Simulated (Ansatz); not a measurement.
## NaSnF3 (model cell, started as cubic perovskite with Sn in the octahedra): following an unstable mode

Aim: this structure of NaSnF3 (model cell, started as cubic perovskite with Sn in the octahedra) is to be tested for unstable modes, and one is followed downhill.

Calculated with Ansatz 0.2.0; DFT LDA, scalar-relativistic, plane waves, PAW; PAW set soft_1.

Most raw output is cut from this account.

The structure was built from a prototype and need not be the compound's stable phase.

## Step 1: Set-up

It takes space group Pm-3m (No. 221, cubic). Conventional cell: a = 4.550 Å, b = 4.550 Å, c = 4.550 Å, α = 90.00°, β = 90.00°, γ = 90.00°. Nearest to Na lie 12 F at 3.22 Å. Nearest to Sn lie 6 F at 2.27 Å. F has 2 Sn at 2.27 Å nearest. Farther neighbours and most contacts between anions are not listed.

Coordinates:

```cif
data_structure
_symmetry_space_group_name_H-M 'P 1'
_symmetry_Int_Tables_number 1
_cell_length_a 4.5499
_cell_length_b 4.5499
_cell_length_c 4.5499
_cell_angle_alpha 90.000
_cell_angle_beta 90.000
_cell_angle_gamma 90.000
_cell_volume 94.19
loop_
_atom_site_label
_atom_site_type_symbol
_atom_site_fract_x
_atom_site_fract_y
_atom_site_fract_z
_atom_site_occupancy
Na1 Na 0.00000 0.00000 0.00000 1
Sn2 Sn 0.50000 0.50000 0.50000 1
F3 F 0.50000 0.50000 0.00000 1
F4 F 0.50000 0.00000 0.50000 1
F5 F 0.00000 0.50000 0.50000 1
```

## Step 2: Phonons on a q mesh

The cell comes from relaxations at this level that are not shown. Stability and thermal properties need the whole zone. Linear response on a 2×2×2 q mesh gives force constants as far as a supercell of that size would, and the tensors from the zone-centre run are typed in so that the long-range dipole term is interpolated apart.

Input file input.yaml:

```yaml
crystal:
  lattice:
    - [4.549909941, 0.0, 0.0]
    - [0.0, 4.549909941, 0.0]
    - [0.0, 0.0, 4.549909941]
  atoms:
    - { symbol: Na, position: [0.0, 0.0, 0.0] }
    - { symbol: Sn, position: [0.5, 0.5, 0.5] }
    - { symbol: F, position: [0.5, 0.5, 0.0] }
    - { symbol: F, position: [0.5, 0.0, 0.5] }
    - { symbol: F, position: [0.0, 0.5, 0.5] }
kpoints:
  mp_grid: { grid: [12, 12, 12] }
hamiltonian:
  xc: lda
  pseudopotentials: { kind: paw, azcp: { folder: soft_1 }, xc_functional: pbe }
scf:
  occupations: { method: fixed }
output:
  eigenvalues: true
phonons:
  method: dfpt
  qmesh: [2, 2, 2]
  temperatures: { t_max: 1000, t_step: 50 }
  qpath:
    path:
      - [[0.0, 0.0, 0.0], [0.0, 0.5, 0.0], [0.5, 0.5, 0.0], [0.0, 0.0, 0.0], [0.5, 0.5, 0.5], [0.0, 0.5, 0.0]]
      - [[0.5, 0.5, 0.5], [0.5, 0.5, 0.0]]
    npoints: 10
  non_analytic_term:
    high_frequency_dielectric_tensor: [[4.0829, 0.0, 0.0], [0.0, 4.0829, 0.0], [0.0, 0.0, 4.0829]]
    born_effective_charges:
      - { species: Na, tensor: [[1.2732, 0.0, 0.0], [0.0, 1.2732, 0.0], [0.0, 0.0, 1.2732]] }
      - { species: Sn, tensor: [[3.4305, 0.0, 0.0], [0.0, 3.4305, 0.0], [0.0, 0.0, 3.4305]] }
      - { species: F, tensor: [[-0.2891, 0.0, 0.0], [0.0, -0.2891, 0.0], [0.0, 0.0, -4.1255]] }
      - { species: F, tensor: [[-0.2891, 0.0, 0.0], [0.0, -4.1255, 0.0], [0.0, 0.0, -0.2891]] }
      - { species: F, tensor: [[-4.1255, 0.0, 0.0], [0.0, -0.2891, 0.0], [0.0, 0.0, -0.2891]] }
    source: "zone-centre run at this cell"
```

Run with:

```console
> ansatz run input.yaml --threads 4 --pin off --max-ram 16384MiB --backend cpu --events-out ev --progress --plain --runs-dir out
```

Wall time 6.3 min (4 threads of Arm Neoverse V2, shared host); peak memory 2.1 GiB; 25 min of CPU time.

This step gave:

| Property | Result |
| --- | --- |
| gap on the k-mesh | 0.4327 eV |
| volume per atom | 18.84 Å³ |
| sum-rule residual before enforcement | 4.54e-5 eV/Å² |
| lowest frequency on the path | -192.9 cm⁻¹ |
| point group | m-3m |
| highest frequency on the path or at a solved wavevector | 394.6 cm⁻¹ |
| highest optical mode at the zone centre (no LO-TO term) | 155.8 cm⁻¹ |
| lowest optical zone-centre mode | -192.8 cm⁻¹ |
| lowest mode on the q mesh (acoustic modes at Γ apart) | -192.8 cm⁻¹ |

Frequencies (cm⁻¹) solved at each irreducible wavevector; negative means imaginary. Frequencies by wavevector, by row:

```tsv
q in reciprocal lattice units	star	mode 1	mode 2	mode 3	mode 4	mode 13	mode 14	mode 15
0 0 0	1	-192.8	-192.8	-192.8	-99.8	155.8	155.8	155.8
0 0 -0.5	3	-164.3	-164.3	-124.5	-124.5	134.2	190.4	394.6
0 -0.5 -0.5	3	-137.8	-137.8	-127.2	-115.3	190.6	336.3	391.3
-0.5 -0.5 -0.5	1	-132.6	-132.6	-132.6	-127.6	336.1	336.1	377.6
```

Interpolated from a 2×2×2 q mesh, with the LO-TO term (at Γ the limit along the path; where Γ stands inside the path, tables give the limit on arrival). Phonon branches along the path, in cm⁻¹:

```tsv
point	branch 1	branch 2	branch 3	branch 4	branch 12	branch 13	branch 14	branch 15
Γ	-193	-193	-178	-100	80	156	156	375
halfway	-181	-181	-137	-109	136	148	148	385
X	-164	-164	-125	-125	134	134	190	395
halfway	-146	-135	-126	-114	143	190	250	387
M	-138	-138	-127	-115	191	191	336	391
halfway	-167	-149	-110	-110	140	148	222	366
Γ	-193	-193	-178	-100	80	156	156	375
halfway	-141	-141	-116	-106	144	226	226	350
R	-132	-132	-132	-128	167	336	336	378
halfway	-131	-127	-123	-121	186	230	260	378
X	-164	-164	-125	-125	134	134	190	395
jump to R	-132	-132	-132	-128	167	336	336	378
halfway	-134	-134	-127	-116	183	239	336	381
M	-138	-138	-127	-115	191	191	336	391
```

Symmetry leaves 4 wavevectors to solve. The lowest mode among them, the acoustic zeros apart, lies at Γ and is imaginary, 192.8i cm⁻¹, so the energy falls along it.

## Step 3: The mode frozen in, largest atomic shift 0 Å

The mode followed lies at q = (0, 0, -0.5) with frequency 164.3i cm⁻¹ and is 2-fold degenerate, one of the unstable modes though not the softest. At small amplitude the distorted cell has space group no. 51 by a symmetry search on the positions. The undistorted cell that holds it gives the zero of energy on the same k mesh.

System of this step: NaSnF3 (model cell, started as cubic perovskite with Sn in the octahedra). The structure is cubic, space group Pm-3m (No. 221). Conventional cell: a = 4.550 Å, b = 4.550 Å, c = 4.550 Å, α = 90.00°, β = 90.00°, γ = 90.00°. Nearest to Na lie 12 F at 3.22 Å. Nearest to Sn lie 6 F at 2.27 Å. F has 2 Sn at 2.27 Å nearest. Nearest to F lie 2 Sn at 2.27 Å. Farther neighbours and most contacts between anions are not listed.

Input file input.yaml:

```yaml
crystal:
  lattice:
    - [4.549909941, 0.0, 0.0]
    - [0.0, 4.549909941, 0.0]
    - [0.0, 0.0, 9.099819882]
  atoms:
    - { symbol: Na, position: [0.0, 0.0, 0.0] }
    - { symbol: Na, position: [0.0, 0.0, 0.5] }
    - { symbol: Sn, position: [0.5, 0.5, 0.25] }
    - { symbol: Sn, position: [0.5, 0.5, 0.75] }
    - { symbol: F, position: [0.5, 0.5, 0.0] }
    - { symbol: F, position: [0.5, 0.5, 0.5] }
    - { symbol: F, position: [0.5, 0.0, 0.25] }
    - { symbol: F, position: [0.5, 0.0, 0.75] }
    - { symbol: F, position: [0.0, 0.5, 0.25] }
    - { symbol: F, position: [0.0, 0.5, 0.75] }
kpoints:
  mp_grid: { grid: [8, 8, 4] }
hamiltonian:
  xc: lda
  pseudopotentials: { kind: paw, azcp: { folder: soft_1 }, xc_functional: pbe }
scf:
  occupations: { method: gaussian, width: 0.02 }
output:
  forces: true
  stress: true
  eigenvalues: true
```

Elapsed: 6.3 s, on 4 threads; peak memory 0.68 GiB.

This step gave:

- pressure: -0.003114 GPa
- gap on the k-mesh: 0.4323 eV
- energy from the undistorted cell: 0 meV/atom

At this level the gap is 0.43 eV on the k-mesh of the self-consistent run, which can miss the band edges.

## Step 4: The mode frozen in, largest atomic shift 0.32 Å

The atoms are moved along the unstable eigenvector, the largest shift by 0.32 Å, with the cell fixed.

input.yaml, the sections that differ from step 3:

```yaml
crystal:
  lattice:
    - [4.549909941, 0.0, 0.0]
    - [0.0, 4.549909941, 0.0]
    - [0.0, 0.0, 9.099819882]
  atoms:
    - { symbol: Na, position: [0.0, 0.0, 0.0] }
    - { symbol: Na, position: [0.0, 0.0, 0.5] }
    - { symbol: Sn, position: [0.5, 0.5041556696, 0.25] }
    - { symbol: Sn, position: [0.5, 0.4958443304, 0.75] }
    - { symbol: F, position: [0.5, 0.5, 0.0] }
    - { symbol: F, position: [0.5, 0.5, 0.5] }
    - { symbol: F, position: [0.5, 0.068386819, 0.25] }
    - { symbol: F, position: [0.5, -0.068386819, 0.75] }
    - { symbol: F, position: [0.0, 0.4296689376, 0.25] }
    - { symbol: F, position: [0.0, 0.5703310624, 0.75] }
# kpoints, hamiltonian, scf, output: as in step 3
```

Run time: 10 s. Hardware: 4 threads; peak memory 0.82 GiB.

Numbers from this step:

| Item | Value |
| --- | --- |
| pressure | 0.5463 GPa |
| gap on the k-mesh | 1.145 eV |
| energy from the undistorted cell | -11.73 meV/atom |

The energy, extrapolated to zero smearing, is -11.73 meV/atom against the undistorted cell.

The run ends at a pressure of 0.55 GPa, with forces up to 1.1 eV/Å.

## Step 5: Energy along the mode, all amplitudes (two of the runs are shown above)

An imaginary frequency means negative curvature, so the energy should fall and then rise again as anharmonic terms take over.

This step gave:

| Item | Value |
| --- | --- |
| depth at the lowest point sampled | 11.73 meV/atom |
| largest atomic shift at that point | 0.32 Å |

Table of energy from the parent by largest atomic shift:

```tsv
largest atomic shift (Å)	energy from the parent (meV/atom)
0.000	0
0.040	-0.589
0.080	-2.26
0.140	-6.21
0.220	-11.7
0.320	-11.7
0.450	20.8
```

Displacement at unit largest shift by atom:

```tsv
atom	x (Å)	y (Å)	z (Å)	size
Na1	0.00	0.00	0.00	0.00
Na2	0.00	0.00	0.00	0.00
Sn3	0.00	0.06	0.00	0.06
Sn4	0.00	-0.06	0.00	0.06
F5	0.00	0.00	0.00	0.00
F6	0.00	0.00	0.00	0.00
F7	0.00	0.97	0.00	0.97
F8	0.00	-0.97	0.00	0.97
F9	0.00	-1.00	0.00	1.00
F10	0.00	1.00	0.00	1.00
```

The lowest of the steps tried is at 0.32 Å, 11.7 meV/atom below the parent; the bottom of the well need not coincide with a step.

## Step 6: Relaxing from the distorted cell

Starting from the lowest point found, all atoms and the cell are let go, so that strain and other modes of the same symmetry can join in.

input.yaml: that of step 4 with these lines changed.

```diff
@@ -22,3 +22,3 @@
 scf:
-  occupations: { method: gaussian, width: 0.02 }
+  occupations: { method: fixed }
 output:
@@ -27 +27,6 @@
   eigenvalues: true
+relax:
+  adjacent_minimum: "off"
+  f_tol: 0.002
+  max_steps: 120
+  cell: { stress_tol: 0.03 }
```

Elapsed: 2.7 min, on 4 threads; peak memory 0.87 GiB; 11 min of CPU time.

The steps of the relaxation:

```tsv
step	energy less that of the first step (eV)	largest force component (eV/Å)	pressure (GPa)	volume (Å³)
1	0.0000	1.1423	0.55	188.38
2	-0.2269	0.2331	-0.97	187.84
3	-0.3307	0.1821	-0.20	179.82
4	-0.3404	0.1149	0.37	180.38
5	-0.3450	0.0340	0.08	180.78
6	-0.3470	0.0253	0.01	180.85
7	-0.3485	0.0275	-0.06	181.17
8	-0.3495	0.0196	-0.04	181.26
9	-0.3495	0.0059	-0.04	181.48
10	-0.3500	0.0036	0.03	181.27
11	-0.3497	0.0032	-0.01	181.42
12	-0.3497	0.0025	0.00	181.40
13	-0.3498	0.0002	0.00	181.38
14*	-0.3475	0.0005	-0.04	181.38
15	-0.3494	0.0171	0.00	181.11
16	-0.3495	0.0045	0.00	181.14
17	-0.3495	0.0004	0.00	181.15
18*	-0.3492	0.0005	0.00	181.15
```

Relaxation steps marked * repeat the geometry before them on a plane-wave basis chosen anew for their cell, so energy and pressure can jump there.

Forces are held to the 8 operations that the run works with; a distortion that breaks them can't arise in this run.

```tsv
cell as run	before	after	change
a (Å)	4.550	4.272	-6.1 %
b (Å)	4.550	4.749	+4.4 %
c (Å)	9.100	8.929	-1.9 %
volume (Å³/atom)	18.84	18.11	-3.8 %
```

The atoms that moved most (Å, as changes of fractional coordinates times the final cell):

```tsv
atom	dx	dy	dz	length
F9	0.000	-0.463	0.000	0.463
F10	0.000	0.463	0.000	0.463
F7	0.000	-0.089	0.000	0.089
F8	0.000	0.089	0.000	0.089
Sn3	0.000	-0.077	0.000	0.077
Sn4	0.000	0.077	0.000	0.077
```

Numbers from this step:

```
pressure          : -0.004520 GPa
gap on the k-mesh : 1.615 eV
volume per atom   : 18.11 Å³
```

The distorted start has space group Pmma; the relaxation ends in Pmma.

## Step 7: The new phase in its own primitive cell

The relaxed structure is symmetrised, reduced to its primitive cell and relaxed tightly, as its phonons need.

Input file input.yaml:

```yaml
crystal:
  lattice:
    - [8.9287122586, 0.0, 0.0]
    - [0.0, 4.2720015168, 0.0]
    - [0.0, 0.0, 4.7490710958]
  atoms:
    - { symbol: Na, position: [0.0, 0.0, 0.0] }
    - { symbol: Na, position: [0.5, 0.0, 0.0] }
    - { symbol: Sn, position: [0.25, 0.5, 0.4878424952] }
    - { symbol: Sn, position: [0.75, 0.5, 0.5121575048] }
    - { symbol: F, position: [0.0, 0.5, 0.5] }
    - { symbol: F, position: [0.5, 0.5, 0.5] }
    - { symbol: F, position: [0.25, 0.5, 0.0496129727] }
    - { symbol: F, position: [0.75, 0.5, 0.9503870273] }
    - { symbol: F, position: [0.25, 0.0, 0.3321473156] }
    - { symbol: F, position: [0.75, 0.0, 0.6678526844] }
kpoints:
  mp_grid: { grid: [4, 6, 6] }
hamiltonian:
  xc: lda
  pseudopotentials: { kind: paw, azcp: { folder: soft_1 }, xc_functional: pbe }
scf:
  occupations: { method: fixed }
output:
  forces: true
  stress: true
  eigenvalues: true
relax:
  adjacent_minimum: "off"
  f_tol: 0.001
  max_steps: 60
  cell: { stress_tol: 0.01 }
```

Wall time 57 s (4 threads); peak memory 0.7 GiB; 3.7 min of CPU time.

Step by step:

```tsv
step	energy less that of the first step (eV)	largest force component (eV/Å)	pressure (GPa)	volume (Å³)
1	0.0000	0.0007	0.00	181.15
2	0.0000	0.0017	-0.01	181.18
3	-0.0001	0.0019	0.01	181.12
4	0.0000	0.0008	0.00	181.14
5	0.0000	0.0014	-0.01	181.15
6	0.0000	0.0022	-0.01	181.15
7	-0.0001	0.0010	0.00	181.14
8	-0.0001	0.0002	0.00	181.13
9*	0.0000	0.0002	0.00	181.13
```

Relaxation steps marked * repeat the geometry before them on a plane-wave basis chosen anew for their cell, so energy and pressure can jump there.

The run keeps the 8 symmetry operations that it works with, so distortions that break them were not tested.

```tsv
conventional cell, symmetrised	before	after	change
a (Å)	8.929	8.926	-0.0 %
b (Å)	4.272	4.269	-0.1 %
c (Å)	4.749	4.754	+0.1 %
volume (Å³/atom)	18.11	18.11	-0.0 %
```

The relaxed structure:

```
Na Sn F
1.0
     8.92564    0.00000    0.00000
     0.00000    4.26866    0.00000
     0.00000    0.00000    4.75397
Na Sn F
2 2 6
Direct
  0.00000 0.00000 0.00000
  0.50000 0.00000 0.00000
  0.25000 0.50000 0.48929
  0.75000 0.50000 0.51071
  0.00000 0.50000 0.50000
  0.50000 0.50000 0.50000
  0.25000 0.50000 0.05170
  0.75000 0.50000 0.94830
  0.25000 0.00000 0.33391
  0.75000 0.00000 0.66609
```

This step gave:

- pressure: -7.28e-4 GPa
- gap on the k-mesh: 1.625 eV
- direct gap on mesh: 2.015 eV

The largest force component left is 0.16 meV/Å and the pressure is -0.001 GPa, within the tolerances set. The cell now holds 18.11 Å³/atom.

## Step 8: Summary of results

```json
{
 "unstable mode of the parent": "q = (0, 0, -0.5), 164i cm⁻¹",
 "depth at the lowest point sampled": "11.7 meV/atom",
 "largest atomic shift at that point": "0.32 Å",
 "space group reached (within 0.01 Å)": "Pmma",
 "energy gained over the parent (first relaxation, on the mesh of the frozen mode)": "46.6 meV/atom",
 "volume per atom, phase reached": "18.1 Å³",
 "gap on the k-mesh, phase reached": "1.62 eV"
}
```

**Reading.** Along this mode the structure falls into Pmma, 46.6 meV/atom below the parent. At the parent's cell the well is 11.73 meV/atom deep on the steps tried, with its lowest point at a shift of 0.32 Å. Relaxing atoms and cell changes the gain by +34.92 meV/atom against the lowest step (energies at zero smearing). Most of the total comes from this relaxation. The modes of the phase reached were not computed on this path. Of the 6 patterns followed to their end from this parent, this one ends 138 meV/atom above the lowest, R3m. Each path keeps the symmetry of its pattern, so a lower phase may lie along a pattern not tried. Spin-orbit coupling is left out, which can matter for the heavy elements here. The PAW files were made for PBE and serve the other functionals too. The starting cell was built on a prototype and not taken from a measurement, so the phase need not exist.

[Logs are printed without paths, hosts, clocks, repeated set-up lines and the standing remarks that a program may print on its own settings, such as how far it seeks lower states.]

[Hosts, paths, dates, database ids (printed as entryN), source tags and the programs' standing remarks are cut or masked in the printed files.]
